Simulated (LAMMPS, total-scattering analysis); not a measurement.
**Worked example: from partials to totals in Ni50Al50**

A simulated model of Ni50Al50 at 2200 K, zero pressure, from classical molecular dynamics (LAMMPS) with the EAM Ni-Al-H potential (Angelo, Moody and Baskes, Modell. Simul. Mater. Sci. Eng. 3, 289 (1995)). The average runs over 8.0 ps of 450 atoms. It is a liquid; how it was made: 450 atoms placed at random at 4.54 g/cm^3, melted at 2330 K for 8 ps, cooled at 100 K/ps. Whether this temperature lies above the real melting point isn't tested here; fast cooling can keep a melt undercooled. Atom fractions Ni 0.5000, Al 0.5000; masses Ni 58.693, Al 26.982 u; density 4.6895 g/cm³; coherent lengths Ni 10.3, Al 3.449 fm. Faber–Ziman partials at a few Q:

| Q (Å⁻¹) | S Ni–Ni | S Ni–Al | S Al–Al |
| --- | --- | --- | --- |
| 1.60 | 0.176 | 0.076 | 0.085 |
| 3.00 | 1.965 | 2.141 | 1.768 |
| 5.50 | 1.160 | 1.222 | 1.109 |

**Tasks.** (a) The number density. (b) The neutron weights. (c) The neutron S(Q) at the listed Q. (d) The Bhatia–Thornton terms S_NN and S_CC there.

(a) The mean mass is 0.5000×58.693 + 0.5000×26.982 = 42.837 u, so ρ₀ = 4.6895/(42.837 × 1.66054) = 0.06593 Å⁻³.

(b) ⟨b⟩ = 0.5000×10.3 + 0.5000×3.449 = 6.875 fm. The weight of a pair is ci cj bi bj (2 − δij)/⟨b⟩²: Ni–Ni 0.561, Ni–Al 0.376, Al–Al 0.063; they sum to 1.000.

(c) S = 1 + Σ w (Sij − 1). At 1.60 Å⁻¹: 1 − 0.462 − 0.347 − 0.058 = 0.133; Ni–Ni pulls down most. At 3.00 Å⁻¹: 1 + 0.542 + 0.429 + 0.048 = 2.019; Ni–Ni pushes up most. At 5.50 Å⁻¹: 1 + 0.090 + 0.083 + 0.007 = 1.180; Ni–Ni pushes up most.

(d) S_NN = c₁²S₁₁ + c₂²S₂₂ + 2c₁c₂S₁₂ and S_CC = c₁c₂[1 + c₁c₂(S₁₁ + S₂₂ − 2S₁₂)], with 1 = Ni: 1.60 Å⁻¹: S_NN = 0.10, S_CC/(c₁c₂) = 1.03; 3.00 Å⁻¹: S_NN = 2.00, S_CC/(c₁c₂) = 0.86; 5.50 Å⁻¹: S_NN = 1.18, S_CC/(c₁c₂) = 0.96. A random mixture has S_CC/(c₁c₂) = 1; a value well above it means concentration waves of period 2π/Q: alternation near the main peak or below it, clustering toward Q = 0.
